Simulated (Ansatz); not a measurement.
# Quasiparticle gap of H2CClF (P2_1), part 2 of 2

Wanted: the gap of H2CClF (P2_1) with a many-body correction, and the time that it takes.

Ansatz 0.2.0; PBE, then G0W0 on it, plane waves, PAW. Known limits of the many-body steps: finite bands, screening cutoff and k mesh; no spin-orbit coupling in G0W0; crude mesh.

So far. Step 3 (The PBE band structure): Over mesh and path the gap is 5.993 eV, from k = (-0.500, 0.450, 0.000) to k = (-0.500, 0.000, 0.000). The least direct gap found is 6.043 eV, at k = (-0.500, 0.000, 0.000). On the 6×6×4 mesh alone the same run gives 5.996 eV, so that mesh misses an edge of PBE: 5.996 − 5.993 = +0.003 eV.

In doubt: masses and optical values from hybrid runs of this build are listed as unsure (in some of the runs), which bears on the screening that GW takes from such a start.

### Step 4. One-shot GW

G0W0 replaces the xc potential by a self-energy built once from the orbitals of the start. Levels are corrected in the window of bands that the input names, at points of the mesh.

This step: G0W0 on PBE, plane waves, PAW.

Input file input.yaml:

```yaml
crystal:
  lattice:
    - [5.0206, 0.0, 0.0]
    - [0.0, 4.1477, 0.0]
    - [-2.1143188253, 0.0, 6.4288463713]
  atoms:
    - { symbol: H, position: [0.2853907074, 0.3914333251, 0.1553547444] }
    - { symbol: H, position: [0.7146092926, 0.8914333251, 0.8446452556] }
    - { symbol: H, position: [0.5708661695, 0.1079278767, 0.2708692269] }
    - { symbol: H, position: [0.4291338305, 0.6079278767, 0.7291307731] }
    - { symbol: C, position: [0.3461441783, 0.1407585261, 0.1942650717] }
    - { symbol: C, position: [0.6538558217, 0.6407585261, 0.8057349283] }
    - { symbol: Cl, position: [0.1665216804, 0.0025228448, 0.3683413112] }
    - { symbol: Cl, position: [0.8334783196, 0.5025228448, 0.6316586888] }
    - { symbol: F, position: [0.2645503672, 0.9578574273, 0.0149998989] }
    - { symbol: F, position: [0.7354496328, 0.4578574273, 0.9850001011] }
kpoints:
  mp_grid: { grid: [4, 4, 2] }
hamiltonian:
  xc: pbe
scf:
  occupations: { method: fixed }
gw:
  n_empty_bands: 615
  ecut_chi: 160.0
  qp_bands: [v3, c3]
  qp_kpoints: band_edges
  screening: { model: contour_deformation }
```

Command:

```bash
$ ansatz run input.yaml --threads 3 --pin off --max-ram 92160MiB --backend cuda --events-out ev --progress --plain --runs-dir out --devices 1 --max-vram 13GiB  # rebuilt from the run's record
```

Numbers of over 12 decimals in the logs are rounded to 6 here.

What it wrote:

```text
GPUs: using 1 of 1 available (devices: 1).
[...]
GPU FFT provider: cuFFT
GPU libraries: cuBLAS 13.8.2, cuFFT 12.4.0, cuSOLVER 12.3.4
Crystal: 10 atoms, lattice volume = 133.874 Å³
Basis set: ecut = 420 eV, 2603 PW (Γ)
Bands: 30, of which v1, the nominal top of the filled ones, is band 20 counted from 1 (19 counted from 0)
Symmetry: 2 space group operations
[...]
k-points: 18 of 32 (time reversal used)
[...]
GPU buffer pool allocated for 51840 grid points (all kernels)
[...]
SCF iter   1: F=—  HF=-4341.606285 eV  |F-HF|=—  |Δ(HF+E_count)|=         —  Δρ=1.53e-3  dr2=8.72e-4  ethr=1.77e-3  ⟨swp⟩=5.1  Hψ=2181  notcnv=0  defer=144
[...]
SCF iter   7: F=-4341.608571 eV  HF=-4341.608571 eV  |F-HF|=2.36e-11  |Δ(HF+E_count)|=   9.44e-8  Δρ=1.72e-6  dr2=3.87e-9  ethr=2.50e-10  ⟨swp⟩=8.7  Hψ=2347  notcnv=0
SCF 1 converged in 7 iterations: F = -4341.608571 eV  dr2 = 3.87e-9
[...]
NSCF: frozen V_eff on 18 k-points, pencils in batches of 32, up to order 120
the band table was solved once the SCF had ended and its energy, with any forces and stress, was formed, with the checks that follow a solve (2302 applications of the Hamiltonian). They found nothing against the state; the energy, forces and stress were not computed again (output.eigenvalues in the input reference)
[...]
G₀W₀ screening: q 1/18
[... further progress lines ...]
[...]
SCF converged after 7 iterations
Free energy (F): -4341.608571 eV
[...]
Internal energy: -4341.608571 eV  (E = F + TS)
E sigma→0 (E₀):  -4341.608571 eV
Fermi energy:    -0.638675 eV
[...]
--- Band table (eV; the first three rows and the last of 18) ---
  k-point 0: bands = [... 16 lower, -1.4015, -1.3764, -1.3552, -0.8884, 5.7133, 5.9528, 6.4523, 7.5892, ... 6 higher]
  k-point 1: bands = [... 16 lower, -1.5417, -1.2640, -1.2484, -0.9205, 5.7843, 5.8114, 6.7083, 7.0240, ... 6 higher]
  k-point 2: bands = [... 16 lower, -1.4757, -1.4155, -1.2257, -0.8710, 5.6744, 5.9702, 6.7764, 7.6708, ... 6 higher]
  k-point 17: bands = [... 16 lower, -1.4113, -1.4113, -0.6445, -0.6445, 5.8940, 5.8940, 7.1943, 7.1943, ... 6 higher]
--- G₀W₀: contour deformation, 6 samples at zero and on the imaginary axis and 1 off it, 32 q-points, 615 empty bands' worth ---
  eigenvalues of the whole cell's RPA ε∞ on this k-mesh (on a slab, of 1 + 4πα/V) = 1.9967, 2.0217, 2.3435; static W/v taken at q = 0 is 0.467729
  bands read: the sum over 635 bands ends inside a degenerate multiplet in 6 slots, whose members it reads at an even weight; the widest, k=4: bands 635 to 636 (counted from 1) at 1/2 each
  gw.qp_kpoints: band_edges: 18 of 18 stored k-points solved, in 1 pass; an edge of the gap read off the rows below is read off those points alone
    ik  band        ε_KS         Σx   Σc(E_QP)       V_xc       Z   E_QP_lin       E_QP  E_QP is
     0    18     -1.3764   -21.8646     2.6359   -16.9663  0.8086    -3.6949    -3.6388  root
     0    19     -1.3552   -20.7926     2.4894   -15.9770  0.8101    -3.7436    -3.6814  root
     0    20     -0.8884   -21.1856     2.3615   -16.5487  0.8135    -3.2173    -3.1639  root
     0    21      5.7133    -8.7356    -3.8621   -14.4205  0.8348     7.5618     7.5361  root
     0    22      5.9528    -8.8659    -3.9628   -14.6904  0.8316     7.8429     7.8145  root
     0    23      6.4523    -5.9743    -3.4844   -10.6806  0.8589     7.6844     7.6742  root
     1    18     -1.2640   -21.5109     2.5363   -16.6649  0.8121    -3.6308    -3.5736  root
     1    19     -1.2484   -20.8088     2.4614   -16.0149  0.8112    -3.6422    -3.5809  root
     1    20     -0.9205   -21.3280     2.3486   -16.7415  0.8120    -3.2101    -3.1585  root
     1    21      5.7843    -9.3716    -4.0947   -15.4276  0.8280     7.7770     7.7455  root
     1    22      5.8114    -7.9757    -3.7315   -13.3939  0.8413     7.5195     7.4981  root
     1    23      6.7083    -5.7502    -3.4042   -10.3229  0.8606     7.8861     7.8768  root
     2    18     -1.4155   -21.9685     2.6665   -17.0283  0.8087    -3.7460    -3.6893  root
     2    19     -1.2257   -21.1506     2.5256   -16.2995  0.8120    -3.6107    -3.5512  root
     2    20     -0.8710   -21.5605     2.4466   -16.8226  0.8143    -3.2156    -3.1623  root
     2    21      5.6744    -8.6678    -3.8278   -14.2850  0.8360     7.4882     7.4638  root
     2    22      5.9702    -9.1151    -4.0284   -15.0565  0.8295     7.9136     7.8831  root
     2    23      6.7764    -6.6692    -3.7094   -11.8440  0.8515     8.2578     8.2418  root
     3    18     -1.3759   -21.3337     2.4994   -16.5469  0.8107    -3.7203    -3.6633  root
     3    19     -1.1531   -21.3035     2.5338   -16.4385  0.8127    -3.5433    -3.4844  root
     3    20     -0.9478   -21.3903     2.4308   -16.6736  0.8138    -3.2875    -3.2337  root
     3    21      5.7808    -9.2218    -4.0100   -15.1462  0.8299     7.7246     7.6951  root
     3    22      5.8964    -8.2195    -3.8165   -13.8010  0.8378     7.6857     7.6614  root
     3    23      7.0242    -8.1695    -3.9398   -13.9005  0.8410     8.8420     8.8154  root
     4    18     -1.4572   -21.9251     2.6612   -16.9881  0.8086    -3.7901    -3.7330  root
     4    19     -0.9676   -21.8806     2.5781   -16.9900  0.8143    -3.3351    -3.2801  root
     4    20     -0.9676   -21.8806     2.5781   -16.9900  0.8143    -3.3351    -3.2801  root
     4    21      5.7987    -8.9858    -3.9201   -14.7683  0.8327     7.6886     7.6611  root
     4    22      5.7987    -8.9858    -3.9201   -14.7683  0.8327     7.6886     7.6611  root
     4    23      7.3270    -7.5766    -3.9511   -13.2821  0.8439     9.1067     9.0814  root
     5    18     -1.5512   -21.0165     2.4919   -16.2332  0.8097    -3.9015    -3.8425  root
     5    19     -0.9823   -21.8851     2.5927   -16.9805  0.8141    -3.3494    -3.2943  root
     5    20     -0.9823   -21.8851     2.5927   -16.9805  0.8141    -3.3494    -3.2943  root
     5    21      5.9555    -9.3414    -4.0113   -15.2931  0.8283     7.9271     7.8958  root
     5    22      5.9555    -9.3414    -4.0113   -15.2931  0.8283     7.9271     7.8958  root
     5    23      7.3800    -7.0885    -3.7564   -12.4684  0.8497     9.0241     9.0035  root
     6    18     -1.2799   -21.5883     2.5034   -16.8327  0.8101    -3.5862    -3.5321  root
     6    19     -1.0658   -21.1208     2.4374   -16.3811  0.8131    -3.4243    -3.3680  root
     6    20     -0.8296   -21.2705     2.3874   -16.5857  0.8145    -3.1808    -3.1269  root
     6    21      5.5044    -8.7231    -3.8597   -14.3266  0.8360     7.2710     7.2481  root
[...]
16    18     -1.4763   -21.4263     2.5342   -16.6153  0.8100    -3.8100    -3.7531  root
    16    19     -0.6387   -22.0164     2.4904   -17.2401  0.8160    -2.9753    -2.9245  root
    16    20     -0.6387   -22.0164     2.4904   -17.2401  0.8160    -2.9753    -2.9245  root
    16    21      5.9032    -9.3686    -4.0249   -15.3084  0.8286     7.8483     7.8180  root
    16    22      5.9032    -9.3686    -4.0249   -15.3084  0.8286     7.8483     7.8180  root
    16    23      6.9427    -6.4494    -3.6230   -11.5839  0.8557     8.4707     8.4541  root
    17    18     -1.4113   -22.0727     2.6247   -17.1915  0.8098    -3.7222    -3.6678  root
    17    19     -0.6445   -21.8703     2.4577   -17.1246  0.8163    -2.9833    -2.9324  root
    17    20     -0.6445   -21.8703     2.4577   -17.1246  0.8163    -2.9833    -2.9324  root
    17    21      5.8940    -9.3250    -4.0039   -15.2451  0.8300     7.8402     7.8101  root
    17    22      5.8940    -9.3250    -4.0039   -15.2451  0.8300     7.8402     7.8101  root
    17    23      7.1943    -7.0034    -3.7735   -12.3974  0.8487     8.8354     8.8148  root
```

It took 59 s on 1 × NVIDIA H100 80GB HBM3 (shared by 6 runs) with 3 threads of AMD EPYC 7R13 (Zen 3), shared host; peak memory 2.5 GiB; 1.8 min of CPU time.

Numbers from this step:

```
bands summed                                    : 635
RPA ε∞ on this mesh (eigenvalues)               : 1.997, 2.022, 2.343
plane waves in the screening matrix             : 615
q-points in the mesh                            : 32
G0W0 gap over the corrected points              : 10.03 eV
k of the valence top                            : -0.5, -0.5, 0
k of the conduction bottom                      : -0.5, 0, 0
starting gap on the mesh                        : 5.996 eV
Z at the valence top                            : 0.8160
Z at the conduction bottom                      : 0.8356
least direct G0W0 gap over the corrected points : 10.07 eV
```

Over all 18 irreducible mesh points the G0W0 gap is 10.027 eV, from k = (-0.500, -0.500, 0.000) to k = (-0.500, 0.000, 0.000). The PBE gap of this run on the mesh is 5.996 eV. The two states that bound the G0W0 gap lie that far apart at the start, so the correction of the gap is 10.027 − 5.996 = +4.031 eV. The start of this run differs from the step before in mesh (6×6×4 and 4×4×2).

Labels follow the order of the start: v1 is the top filled band, c1 the lowest empty one; levels that stay degenerate share a row, the window can cut a multiplet, doubted levels are not marked in this list, bands outside the window were not corrected, and the list may be a part of the corrected levels. Levels before and after the correction, in eV, zero at the valence-band top of each column:

```tsv
	conduction bottom	valence top
Kohn-Sham	6.00	0.00
G0W0	10.03	0.00
```

```tsv
	level	occupation	energy (eV)
Kohn-Sham	(-0.5 0 0) v3	2	-0.566
Kohn-Sham	(-0.5 0 0) v2	2	-0.188
Kohn-Sham	(-0.5 0 0) v1	2	-0.047
Kohn-Sham	(-0.5 0 0) c1	0	5.996
Kohn-Sham	(-0.5 0 0) c2	0	6.719
Kohn-Sham	(-0.5 0 0) c3	0	7.047
Kohn-Sham	(-0.5 -0.5 0) v3	2	-0.838
Kohn-Sham	(-0.5 -0.5 0) v2-v1	2	0.000
Kohn-Sham	(-0.5 -0.5 0) c1-c2	0	6.542
Kohn-Sham	(-0.5 -0.5 0) c3	0	7.581
G0W0	(-0.5 0 0) v3	2	-0.512
G0W0	(-0.5 0 0) v2	2	-0.199
G0W0	(-0.5 0 0) v1	2	-0.042
G0W0	(-0.5 0 0) c1	0	10.027
G0W0	(-0.5 0 0) c2	0	10.830
G0W0	(-0.5 0 0) c3	0	10.770
G0W0	(-0.5 -0.5 0) v3	2	-0.829
G0W0	(-0.5 -0.5 0) v2-v1	2	0.000
G0W0	(-0.5 -0.5 0) c1-c2	0	10.742
G0W0	(-0.5 -0.5 0) c3	0	11.379
```

The parts of the quasiparticle energy for the two states that bound the G0W0 gap, in eV on the run's own scale (QP = start + Σx + Σc − Vxc, with Σc at the quasiparticle energy):

```tsv
edge	k	band	start	Σx	Σc	Vxc	Z	QP
valence top	(-0.500, -0.500, 0.000)	19	−0.639	−22.016	2.490	−17.240	0.816	−2.925
conduction bottom	(-0.500, 0.000, 0.000)	21	5.357	−8.754	−3.887	−14.386	0.836	7.103
```

### Step 5. Side by side

Each gap is the least one over the points named; times are wall times on shared hosts, not benchmarks. A G0W0 time includes the run's own self-consistent start. Rows marked * are further runs, not shown as steps, whose inputs differ from the G0W0 step on the same start in the columns given; solver thresholds can differ too.

```tsv
level	mesh	files, cutoff	bands summed, screening	points	gap (eV)	valence top	conduction bottom	least direct gap (eV)	time
PBE	6×6×4	soft_2 PAW, 420 eV	-	mesh and path	5.993	(-0.500, 0.450, 0.000)	(-0.500, 0.000, 0.000)	6.043	7.5 s
G0W0@PBE*	4×4×2	soft_2 PAW, 420 eV	121, 48 eV	all 18 irreducible mesh points	9.986	(-0.500, -0.500, -0.500)	(0.250, 0.000, -0.500)	10.032	14 s
G0W0@PBE*	4×4×2	soft_2 PAW, 420 eV	305, 96 eV	all 18 irreducible mesh points	9.981	(-0.500, -0.500, 0.000)	(-0.500, 0.000, 0.000)	10.024	27 s
G0W0@PBE	4×4×2	soft_2 PAW, 420 eV	635, 160 eV	all 18 irreducible mesh points	10.027	(-0.500, -0.500, 0.000)	(-0.500, 0.000, 0.000)	10.070	59 s
G0W0@PBE*	2×2×2	soft_2 PAW, 420 eV	305, 96 eV	all 8 irreducible mesh points	10.003	(-0.500, -0.500, 0.000)	(-0.500, 0.000, 0.000)	10.046	9.6 s
G0W0@PBE*	4×4×2	soft_2 PAW, 420 eV	305, 96 eV, plasmon pole	all 18 irreducible mesh points	10.020	(-0.500, -0.500, 0.000)	(0.250, 0.000, -0.500)	10.072	20 s
```

### Step 6. Summary of results

```json
{
 "PBE gap over mesh and path": "5.993 eV, from k = (-0.500, 0.450, 0.000) to k = (-0.500, 0.000, 0.000)",
 "G0W0@PBE gap over all 18 irreducible mesh points": "10.027 eV, from k = (-0.500, -0.500, 0.000) to k = (-0.500, 0.000, 0.000)",
 "GW settings": "4×4×2 mesh, 615 empty bands, screening to 160 eV",
 "known limits": "finite bands, screening cutoff and k mesh; no spin-orbit coupling in G0W0; crude mesh"
}
```

In words: Over all 18 irreducible mesh points the G0W0 gap is 10.027 eV, from k = (-0.500, -0.500, 0.000) to k = (-0.500, 0.000, 0.000). The PBE gap of this run on the mesh is 5.996 eV. The two states that bound the G0W0 gap lie that far apart at the start, so the correction of the gap is 10.027 − 5.996 = +4.031 eV. The valence state moves by −2.925 − (−0.639) = −2.286 eV and the conduction state by 7.103 − 5.357 = +1.746 eV, on the run's own scale; how far single levels stand from their limit in bands is not shown. Over mesh and path, PBE puts the valence top at k = (-0.500, 0.450, 0.000), where no G0W0 correction was computed. The G0W0 gap over the whole zone is therefore not known from this run; at its settings it can only be equal to or under the 10.027 eV found, and no correction is carried over from another point. For the start itself the gap is 5.993 eV over mesh and path and 5.996 eV on the mesh of the G0W0 run, in runs that differ in mesh (6×6×4 and 4×4×2). From 121 bands and 48 eV to 635 bands and 160 eV the gap moves by 10.027 − 9.986 = +0.041 eV (rung by rung 9.986, 9.981, 10.027 eV); bands and screening cutoff rise together, so their parts are not told apart. The states that bound the gap change along the series, so no limit is drawn and it is not known. With the 2×2×2 mesh in place of the 4×4×2 mesh and all else as in the G0W0@PBE row with 305 bands, the gap differs by 10.003 − 9.981 = +0.022 eV, and that of the start by 5.994 − 5.996 = −0.002 eV. With the plasmon pole model in place of the contour deformation model and all else as in the G0W0@PBE row with 305 bands, the gap differs by 10.020 − 9.981 = +0.039 eV; an edge lies at another k point, so this need not be the shift of one pair of states. G0W0 on other starts in this series, not shown as steps and not all at these settings: 10.283 eV on r2SCAN (4×4×2, soft_2 PAW, 305 bands, 96 eV) and 10.547 eV on HSE06 (4×4×2, soft_2 PAW, 305 bands, 96 eV). The G0W0 runs are scalar-relativistic. G0W0@PBE runs of this series with other atomic data on the same mesh, not shown as steps, give 9.980 eV (hard PAW, 1050 eV, 305 bands, screening to 96 eV; the table's row with the same empty bands and screening cutoff has 9.981 eV); where bands and cutoffs differ too, the part of the files is not isolated. The 2×2×2 mesh is crude for this cell: the images of its supercell lie only 8 Å apart.

[Paths, hosts, dates, memory and timing lines, banners, echoed tables and standing remarks are left out of the program output.]

[Logs are printed without paths, hosts, clocks, repeated set-up lines and the standing remarks that a program may print on its own settings, such as how far it seeks lower states.]

[Runs of the session that timed out or met a known fault of the program may be left out.]

[Cells called generated may have been cut or substituted from an entry of the Crystallography Open Database or the Materials Project.]

[Hosts, paths, dates, database ids (printed as entryN), source tags and the programs' standing remarks are cut or masked in the printed files.]

[Where an RPA ε∞ is given, it is that of the G0W0 mesh and is not shown converged in it. Names of k-points follow the symmetry that the program found, which can be lower than the space group named. Band edges on a path are those of the sampled points; other points can move an edge, and change direct to indirect where valleys lie close.]

[Hybrid gaps are those of their k-mesh and are not shown converged in it.]
